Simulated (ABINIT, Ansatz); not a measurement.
# Re (Rhenium): from the cell to the phonon bands

How does Re (Rhenium) vibrate, and is this structure a minimum?

Program: ABINIT 10.8.3. Level of theory: DFT LDA, scalar-relativistic, plane waves, PseudoDojo norm-conserving pseudopotentials. Results are calculated unless marked as measured.

Report form: the programs' logs are mostly left out.

## (1) Starting point

Symmetry: P6_3/mmc, No. 194, hexagonal system. The conventional cell has a = 2.761 Å, b = 2.761 Å, c = 4.458 Å, α = 90.00°, β = 90.00°, γ = 120.00°. Nearest to Re lie 12 Re at 2.74 to 2.76 Å.

Coordinates:

```cif
data_structure
_symmetry_space_group_name_H-M 'P6_3/mmc'
_symmetry_Int_Tables_number 194
_cell_length_a 2.7608
_cell_length_b 2.7608
_cell_length_c 4.4582
_cell_angle_alpha 90.000
_cell_angle_beta 90.000
_cell_angle_gamma 120.000
_cell_volume 29.43
loop_
_atom_site_label
_atom_site_type_symbol
_atom_site_symmetry_multiplicity
_atom_site_Wyckoff_symbol
_atom_site_fract_x
_atom_site_fract_y
_atom_site_fract_z
_atom_site_occupancy
Re1 Re 2 c 0.33333 0.66667 0.25000 1
```

## (2) A probe with smearing

A first run with smearing and empty bands tells whether the crystal has a gap, which decides between fixed occupations and smearing later on.

Contents of probe.abi:

```
# ground state
tolvrs 1.0d-08
prtden 1
prtwf 1

# basis, mesh and filling
ecut 30.0
ngkpt 9 9 4
nshiftk 1
shiftk 0.0 0.0 0.0
istwfk *1
occopt 7
tsmear 0.005
nband 23
nstep 100
diemac 9.0
prtebands 0
prtgsr 0

# cell and atoms
acell 3*1.0 Angstrom
rprim 
    2.7608 0.0 0.0
    -1.3804 2.390922935 0.0
    0.0 0.0 4.4582
ntypat 1
znucl 75
natom 2
typat 1 1
xred 
    1/3 2/3 0.25
    2/3 1/3 0.75
pp_dirpath "./pseudo"
pseudos "Re.upf"
```

Started as:

```sh
> OMP_NUM_THREADS=1 mpirun -n 16 abinit probe.abi > probe.log
```

Wall time 4.8 s (16 MPI ranks of Arm Neoverse V1, shared host); 75 s of CPU time.

This step gave:

| Item | Value |
| --- | --- |
| volume per atom | 14.71 Å³ |
| pressure | -11.39 GPa |
| gap on the k-mesh | 0 eV |

No gap opens on this mesh, so smearing is kept; the printed pressure holds the stress of the finite basis too.

## (3) Relaxation

The harmonic expansion needs vanishing forces, and a free crystal bears no stress, so cell and atoms are brought to rest. Stress is more sensitive to the basis than forces are: the last 3 Ha under the cutoff are smoothed with ecutsm, and the cutoff is raised above that of the later runs.

Contents of relax.abi:

```
# relaxation
ionmov 2
optcell 2
dilatmx 1.08
ntime 40
tolmxf 1.0d-05
tolvrs 1.0d-14
prtwf 0
prtden 0
chksymtnons 0

# basis, mesh and filling
ecut 38.0
ecutsm 3.0
ngkpt 12 12 6
nshiftk 1
shiftk 0.0 0.0 0.0
istwfk *1
occopt 7
tsmear 0.01
nband 23
nstep 100
diemac 1000000.0
prtebands 0
prtgsr 0

# cell and atoms
acell 3*1.0 Angstrom
rprim 
    2.7608 0.0 0.0
    -1.3804 2.390922935 0.0
    0.0 0.0 4.4582
ntypat 1
znucl 75
natom 2
typat 1 1
xred 
    1/3 2/3 0.25
    2/3 1/3 0.75
pp_dirpath "./pseudo"
pseudos "Re.upf"
```

Started as:

```sh
> OMP_NUM_THREADS=1 mpirun -n 16 abinit relax.abi > relax.log
```

It took 50 s on 16 MPI ranks; 13 min of CPU time.

The steps of the relaxation:

```csv
step,energy less that of the first step (eV),largest force (eV/Å),volume (Å³)
1,0.0000,0.0000,29.43
2,-0.0259,0.0000,28.50
3,-0.0267,0.0000,28.64
4,-0.0267,0.0000,28.63
5,-0.0267,0.0000,28.63
6,-0.0267,0.0000,28.63
```

```csv
"conventional cell, symmetrised",before,after,change
a (Å),2.761,2.735,-0.9 %
b (Å),2.761,2.735,-0.9 %
c (Å),4.458,4.419,-0.9 %
volume (Å³/atom),14.71,14.32,-2.7 %
```

The relaxed structure:

```
Re
1.0
     2.73508    0.00000    0.00000
    -1.36754    2.36865    0.00000
     0.00000    0.00000    4.41947
Re
2
Direct
  0.33333 0.66667 0.25000
  0.66667 0.33333 0.75000
```

Read from the output:

```
volume per atom : 14.32 Å³
pressure        : 0.002232 GPa
```

The volume changes by -2.7 % in this run and stands -2.7 % from the first cell.

## (4) Ground state

First-order wavefunctions inherit every error of the ground state, hence the very tight tolvrs. Smearing stays on, as the first look found no gap above 0.3 eV.

Contents of gs.abi:

```
# ground state
tolvrs 1.0d-16
prtden 1
prtwf 1

# basis, mesh and filling
ecut 30.0
ngkpt 12 12 6
nshiftk 1
shiftk 0.0 0.0 0.0
istwfk *1
occopt 7
tsmear 0.01
nband 23
nstep 100
diemac 1000000.0
prtebands 0
prtgsr 0

# cell and atoms
acell 3*1.0 Angstrom
rprim 
    2.735077554 0.0 0.0
    -1.367538777 2.368646643 0.0
    0.0 0.0 4.419468137
ntypat 1
znucl 75
natom 2
typat 1 1
xred 
    1/3 2/3 0.25
    2/3 1/3 0.75
pp_dirpath "./pseudo"
pseudos "Re.upf"
```

Started as:

```sh
> OMP_NUM_THREADS=1 mpirun -n 16 abinit gs.abi > gs.log
```

Run time: 9.1 s. Hardware: 16 MPI ranks; 2.4 min of CPU time.

This step gave:

```
pressure : -0.5694 GPa
```

The cell stands at -0.57 GPa: the relaxation ran with a smoothed and higher cutoff, and the difference is a stress of the finite basis.

## (5) Zone-centre response

At q = 0 one unit cell holds all displacements. The response is solved for single atoms along the cell's directions, and symmetry skips those that follow from others. The crystal is treated as a metal, which screens a static field, so no field response is asked.

Contents of dfpt_gamma.abi:

```

# common to the responses
getwfk_filepath "gso_WFK"
kptopt 2
nqpt 1
qpt 0.0 0.0 0.0
asr 0
chneut 0

# displacements
rfphon 1
rfatpol 1 2
rfdir 1 1 1
tolvrs 1.0d-10
prtwf 0
prtpot 1

# basis, mesh and filling
ecut 30.0
ngkpt 12 12 6
nshiftk 1
shiftk 0.0 0.0 0.0
istwfk *1
occopt 7
tsmear 0.01
nband 23
nstep 100
diemac 1000000.0
prtebands 0
prtgsr 0

# cell and atoms
acell 3*1.0 Angstrom
rprim 
    2.735077554 0.0 0.0
    -1.367538777 2.368646643 0.0
    0.0 0.0 4.419468137
ntypat 1
znucl 75
natom 2
typat 1 1
xred 
    1/3 2/3 0.25
    2/3 1/3 0.75
pp_dirpath "./pseudo"
pseudos "Re.upf"
```

Started as:

```sh
> OMP_NUM_THREADS=1 mpirun -n 16 abinit dfpt_gamma.abi > dfpt_gamma.log
```

Wall time 37 s (16 MPI ranks).

Numbers from this step:

```yaml
largest_acoustic_frequency_at_the_zone_centre_before_the_sum_rule: -4.35 cm⁻¹
highest_optical_zone_centre_mode_no_lo_to_term: 119.1 cm⁻¹
lowest_optical_zone_centre_mode: 116.7 cm⁻¹
```

The acoustic modes at Γ come out as far as 4.3 cm⁻¹ from zero, where they should vanish, a small numerical error.

## (6) Linear response on the mesh

Linear response treats each wavevector of the 3×3×2 mesh in the unit cell; the first-order potentials are kept for the electron-phonon matrix elements.

Contents of dfpt_q.abi:

```
ndtset 5

# wavevectors
qpt1 0.3333333333 0.0 0.0
qpt2 0.3333333333 0.3333333333 0.0
qpt3 0.0 0.0 0.5
qpt4 0.3333333333 0.0 0.5
qpt5 0.3333333333 0.3333333333 0.5

# displacements
getwfk_filepath "gso_WFK"
getwfq_filepath "gso_WFK"
kptopt 3
nqpt 1
rfphon 1
rfatpol 1 2
rfdir 1 1 1
tolvrs 1.0d-10
prtwf 0
prtpot 1

# basis, mesh and filling
ecut 30.0
ngkpt 12 12 6
nshiftk 1
shiftk 0.0 0.0 0.0
istwfk *1
occopt 7
tsmear 0.01
nband 23
nstep 100
diemac 1000000.0
prtebands 0
prtgsr 0

# cell and atoms
acell 3*1.0 Angstrom
rprim 
    2.735077554 0.0 0.0
    -1.367538777 2.368646643 0.0
    0.0 0.0 4.419468137
ntypat 1
znucl 75
natom 2
typat 1 1
xred 
    1/3 2/3 0.25
    2/3 1/3 0.75
pp_dirpath "./pseudo"
pseudos "Re.upf"
```

Started as:

```sh
> OMP_NUM_THREADS=1 mpirun -n 16 abinit dfpt_q.abi > dfpt_q.log
```

The job ended after 14 min (16 MPI ranks; 3.7 h of CPU time).

Numbers from this step:

| Quantity | Value |
| --- | --- |
| lowest mode on the q mesh (acoustic ones at the zone centre apart) | 56.01 cm⁻¹ |

Frequencies (cm⁻¹) before the sum rule at the irreducible wavevectors but Γ, which is solved apart; negative means imaginary. Frequencies by wavevector:

```csv
q (fractions),star,mode 1,mode 2,mode 3,mode 4,mode 5,mode 6
0.3333 0 0,6,105,108.4,123.8,161,177.1,186.9
0.3333 0.3333 0,2,130.7,158.1,158.1,161.8,195.6,195.6
0 0 0.5,1,84.49,84.49,84.49,84.49,170.9,170.9
0.3333 0 0.5,6,119.7,119.7,120.3,120.3,186.4,186.4
0.3333 0.3333 0.5,2,56.01,56.01,162.9,162.9,198,198
```

## (7) Dispersion

anaddb transforms the dynamical matrices to force constants and back along the path; points of the mesh come back as solved, but for the sum rule and, in polar crystals, the LO-TO term at Γ; the rest is interpolation.

Contents of anaddb.abi:

```
ddb_filepath "all_DDB"
output_file "anaddb.abo"
outdata_prefix "anaddb"
ifcflag 1
ngqpt 3 3 2
nqshft 1
q1shft 0.0 0.0 0.0
asr 1
chneut 0
dipdip 0
dipquad 0
quadquad 0
enunit 0
eivec 0
nph1l 93
qph1l 
    0.0 0.0 0.0 1.0
    0.05 0.0 0.0 1.0
    0.1 0.0 0.0 1.0
    0.15 0.0 0.0 1.0
    0.2 0.0 0.0 1.0
    0.25 0.0 0.0 1.0
    0.3 0.0 0.0 1.0
    0.35 0.0 0.0 1.0
    0.4 0.0 0.0 1.0
    0.45 0.0 0.0 1.0
    0.5 0.0 0.0 1.0
    0.48333333 0.03333333 0.0 1.0
    0.46666667 0.06666667 0.0 1.0
    0.45 0.1 0.0 1.0
    0.43333333 0.13333333 0.0 1.0
    0.41666667 0.16666667 0.0 1.0
    0.4 0.2 0.0 1.0
    0.38333333 0.23333333 0.0 1.0
    0.36666667 0.26666667 0.0 1.0
    0.35 0.3 0.0 1.0
    0.33333333 0.33333333 0.0 1.0
    0.3 0.3 0.0 1.0
    0.26666667 0.26666667 0.0 1.0
    0.23333333 0.23333333 0.0 1.0
    0.2 0.2 0.0 1.0
    0.16666667 0.16666667 0.0 1.0
    0.13333333 0.13333333 0.0 1.0
    0.1 0.1 0.0 1.0
    0.06666667 0.06666667 0.0 1.0
    0.03333333 0.03333333 0.0 1.0
    0.0 0.0 0.0 1.0
    0.0 0.0 0.05 1.0
    0.0 0.0 0.1 1.0
    0.0 0.0 0.15 1.0
    0.0 0.0 0.2 1.0
    0.0 0.0 0.25 1.0
    0.0 0.0 0.3 1.0
    0.0 0.0 0.35 1.0
    0.0 0.0 0.4 1.0
    0.0 0.0 0.45 1.0
    0.0 0.0 0.5 1.0
    0.05 0.0 0.5 1.0
    0.1 0.0 0.5 1.0
    0.15 0.0 0.5 1.0
    0.2 0.0 0.5 1.0
    0.25 0.0 0.5 1.0
    0.3 0.0 0.5 1.0
    0.35 0.0 0.5 1.0
    0.4 0.0 0.5 1.0
    0.45 0.0 0.5 1.0
    0.5 0.0 0.5 1.0
    0.48333333 0.03333333 0.5 1.0
    0.46666667 0.06666667 0.5 1.0
    0.45 0.1 0.5 1.0
    0.43333333 0.13333333 0.5 1.0
    0.41666667 0.16666667 0.5 1.0
    0.4 0.2 0.5 1.0
    0.38333333 0.23333333 0.5 1.0
    0.36666667 0.26666667 0.5 1.0
    0.35 0.3 0.5 1.0
    0.33333333 0.33333333 0.5 1.0
    0.3 0.3 0.5 1.0
    0.26666667 0.26666667 0.5 1.0
    0.23333333 0.23333333 0.5 1.0
    0.2 0.2 0.5 1.0
    0.16666667 0.16666667 0.5 1.0
    0.13333333 0.13333333 0.5 1.0
    0.1 0.1 0.5 1.0
    0.06666667 0.06666667 0.5 1.0
    0.03333333 0.03333333 0.5 1.0
    0.0 0.0 0.5 1.0
    0.5 0.0 0.5 1.0
    0.5 0.0 0.45 1.0
    0.5 0.0 0.4 1.0
    0.5 0.0 0.35 1.0
    0.5 0.0 0.3 1.0
    0.5 0.0 0.25 1.0
    0.5 0.0 0.2 1.0
    0.5 0.0 0.15 1.0
    0.5 0.0 0.1 1.0
    0.5 0.0 0.05 1.0
    0.5 0.0 0.0 1.0
    0.33333333 0.33333333 0.5 1.0
    0.33333333 0.33333333 0.45 1.0
    0.33333333 0.33333333 0.4 1.0
    0.33333333 0.33333333 0.35 1.0
    0.33333333 0.33333333 0.3 1.0
    0.33333333 0.33333333 0.25 1.0
    0.33333333 0.33333333 0.2 1.0
    0.33333333 0.33333333 0.15 1.0
    0.33333333 0.33333333 0.1 1.0
    0.33333333 0.33333333 0.05 1.0
    0.33333333 0.33333333 0.0 1.0
```

Contents of mrgddb.in:

```
all_DDB
merged
6
dfpt_gammao_DDB
dfpt_qo_DS1_DDB
dfpt_qo_DS2_DDB
dfpt_qo_DS3_DDB
dfpt_qo_DS4_DDB
dfpt_qo_DS5_DDB
```

Started as:

```sh
> mrgddb < mrgddb.in > mrgddb.log
> OMP_NUM_THREADS=1 anaddb anaddb.abi > anaddb.log
```

The job ended after 0.52 s (1 thread).

This step gave:

- lowest frequency on the path: 0 cm⁻¹

Anaddb. Phonon branches along the path, in cm⁻¹:

```csv
point,branch 1,branch 2,branch 3,branch 4,branch 5,branch 6
Γ,0,0,0,117,117,119
halfway,88,90,122,147,149,164
M,120,122,124,176,196,211
halfway,125,136,142,171,195,205
K,131,158,158,162,196,196
halfway,100,104,129,152,163,170
Γ,0,0,0,117,117,119
halfway,46,46,109,109,115,152
A,84,84,84,84,171,171
halfway,109,109,128,128,171,171
L,98,98,131,131,205,205
halfway,80,80,147,147,202,202
H,56,56,163,163,198,198
halfway,116,116,127,127,175,175
A,84,84,84,84,171,171
jump to L,98,98,131,131,205,205
halfway,102,125,128,146,199,211
M,120,122,124,176,196,211
jump to H,56,56,163,163,198,198
halfway,116,116,144,165,198,198
K,131,158,158,162,196,196
```

All branches are real along the path.

## (8) Sums over the zone

Sums over the zone need many more wavevectors than were solved, so the interpolation is sampled on a dense mesh.

Contents of anaddb.abi:

```
ddb_filepath "all_DDB"
output_file "anaddb.abo"
outdata_prefix "anaddb"
ifcflag 1
ngqpt 3 3 2
nqshft 1
q1shft 0.0 0.0 0.0
asr 1
chneut 0
dipdip 0
dipquad 0
quadquad 0
prtdos 2
ng2qpt 19 19 10
dosdeltae 4.5563e-06
ntemper 11
temperinc 100.0
tempermin 0.0
```

Started as:

```sh
> OMP_NUM_THREADS=1 anaddb anaddb.abi > anaddb.log
```

Wall time 0.63 s (1 thread).

This step gave:

- share of modes beyond 3i cm⁻¹ on the dense interpolated mesh: 0
- zero-point energy per atom: 26.15 meV
- heat capacity at 300 K: 23.96 J/(mol atoms K)
- vibrational entropy at 300 K: 36.21 J/(mol atoms K)

The phonon density of states has structure finer than the step of the table below, so its rows give means over 10 cm⁻¹, whole bins alone (the curve runs from -30 to 228 cm⁻¹). Peaks (cm⁻¹: height): 126.0: 0.0946, 198.0: 0.102.

Tetrahedra. Table of phonon density of states by wavenumber; means over each step:

```csv
wavenumber (cm⁻¹),phonon density of states (1/cm⁻¹/cell)
0,1.5e-6
10,5.5e-5
20,2.5e-4
30,6.9e-4
40,0.00135
50,0.00235
60,0.00418
70,0.00796
80,0.0131
90,0.0222
100,0.0381
110,0.0631
120,0.0736
130,0.0781
140,0.0536
150,0.0388
160,0.0358
170,0.0302
180,0.0229
190,0.0392
200,0.0614
210,0.0111
220,0
```

Harmonic thermodynamic functions per atom, summed over the density of states scaled to three modes an atom; melting is ignored. Thermodynamic functions:

```csv
T (K),F_vib (meV/atom),S (J/mol-atom/K),C_V (J/mol-atom/K)
0,26.15,0,0
50,25.75,3.154,8.171
100,21.76,12.32,17.84
200,0.97,26.7,22.82
300,-31.92,36.21,23.96
400,-73.22,43.17,24.39
500,-120.9,48.63,24.58
600,-173.7,53.13,24.69
700,-230.8,56.94,24.76
800,-291.6,60.25,24.8
900,-355.5,63.17,24.83
1000,-422.4,65.79,24.85
```

At 300 K the heat capacity has reached 96 % of the Dulong-Petit value.

## (9) A second program

A second program on the same cell, potentials, cutoff and meshes tests the implementation of the phonon response, not its convergence.

This step: DFT LDA, scalar-relativistic, plane waves, PseudoDojo norm-conserving pseudopotentials (Ansatz 0.2.0).

Contents of input.yaml:

```yaml
crystal:
  lattice:
    - [2.7350775542, 0.0, 0.0]
    - [-1.3675387771, 2.3686466432, 0.0]
    - [0.0, 0.0, 4.4194681367]
  atoms:
    - { symbol: Re, position: [0.3333333333, 0.6666666667, 0.25] }
    - { symbol: Re, position: [0.6666666667, 0.3333333333, 0.75] }
kpoints:
  mp_grid: { grid: [12, 12, 6] }
hamiltonian:
  xc: lda
  pseudopotentials: { kind: nc, accuracy: standard }
scf:
  occupations: { method: gaussian, width: 0.27211 }
output:
  eigenvalues: true
basis:
  ecutwfc: 816.342
phonons:
  method: dfpt
  qmesh: [3, 3, 2]
  temperatures: { t_max: 1000, t_step: 50 }
  qpath:
    path:
      - [[0.0, 0.0, 0.0], [0.5, 0.0, 0.0], [0.33333333, 0.33333333, 0.0], [0.0, 0.0, 0.0], [0.0, 0.0, 0.5], [0.5, 0.0, 0.5], [0.33333333, 0.33333333, 0.5], [0.0, 0.0, 0.5]]
      - [[0.5, 0.0, 0.5], [0.5, 0.0, 0.0]]
      - [[0.33333333, 0.33333333, 0.5], [0.33333333, 0.33333333, 0.0]]
    npoints: 10
  electrical_resistivity: { temperatures: [77, 300], mesh: [24, 24, 12] }
```

Started as:

```sh
> ansatz run input.yaml --threads 16 --pin off --max-ram 32768MiB --backend cpu --events-out ev --progress --plain --runs-dir out
```

It took 1.9 min on 16 threads; peak memory 1.9 GiB; 28 min of CPU time.

Read from the output:

| Item | Value |
| --- | --- |
| sum-rule residual before enforcement | 1.21e-4 eV/Å² |
| mean frequency | 140.7 cm⁻¹ |
| Debye temperature (second moment) | 270 K |
| logarithmic mean frequency | 135.4 cm⁻¹ |
| highest optical zone-centre mode (no LO-TO term) | 119.2 cm⁻¹ |
| lowest mode on the q mesh (acoustic ones at the zone centre apart) | 55.99 cm⁻¹ |
| zero-point energy per atom | 26.17 meV |

## (10) Side by side: ABINIT PseudoDojo and Ansatz, PseudoDojo

Worked out from the results:

```yaml
root_mean_square_difference: 0.02 cm⁻¹
largest_difference: 0.06 cm⁻¹
root_mean_square_difference_on_the_path: 0.1 cm⁻¹
largest_difference_on_the_path: 0.2 cm⁻¹
```

The interpolated bands of the two lie on top of each other.

At the solved wavevectors the largest difference (acoustic modes at Γ apart) is 0.03 % of the highest mode.

## (11) Results

```json
{
  "space group after relaxation": "P6_3/mmc",
  "volume per atom": "14.3 Å³",
  "highest optical zone-centre mode (no LO-TO term)": "119.1 cm⁻¹",
  "lowest optical zone-centre mode": "116.7 cm⁻¹",
  "q mesh": "3×3×2",
  "lowest mode on the q mesh (acoustic ones at the zone centre apart)": "56.0 cm⁻¹",
  "zero-point energy per atom": "26.1 meV",
  "heat capacity at 300 K": "24.0 J/(mol atoms K)",
  "vibrational entropy at 300 K": "36.2 J/(mol atoms K)",
  "imaginary modes on the q mesh": "none",
  "largest difference from Ansatz, PseudoDojo": "0.06 cm⁻¹"
}
```

**Reading.** Re (Rhenium) is dynamically stable on the 3×3×2 mesh; its spectrum reaches 212 cm⁻¹. At the LDA level the optical modes of Re (Rhenium) at the zone centre run from 117 to 119 cm⁻¹. Along axes with an odd number of divisions the mesh misses the zone-boundary points at one half, where instabilities often lie; those are only interpolated. The base run prints -0.57 GPa, mostly the error of a finite basis; the relaxation, with a smoothed and higher cutoff, had brought the cell to rest. ABINIT PseudoDojo and Ansatz, PseudoDojo agree to 0.06 cm⁻¹ (0.03 % of the highest mode compared) on all solved modes but the acoustic ones at Γ. These are harmonic frequencies at zero temperature: anharmonic shifts and linewidths and thermal expansion are left out. Spin-orbit coupling is left out, which can matter for the heavy elements here. In a metal the frequencies hang on the k mesh and the smearing, most of all near Kohn anomalies. Ansatz warns that the cutoff lies 17 % under the one recommended for these files; agreement at one cutoff is not convergence. Electron-phonon sums were run after this but are left out, since no second program bore their λ out within 30 %; a λ that a log prints is not taken as a result. The q mesh stands for a supercell only 8.2 Å across, so branches between the solved wavevectors are rough.

[Host names and launcher messages were left out of these logs when they were recorded.]

[Logs are printed without paths, hosts, clocks, repeated set-up lines and the standing remarks that a program may print on its own settings, such as how far it seeks lower states.]

[Hosts, paths, dates, database ids (printed as entryN), source tags and the programs' standing remarks are cut or masked in the printed files.]
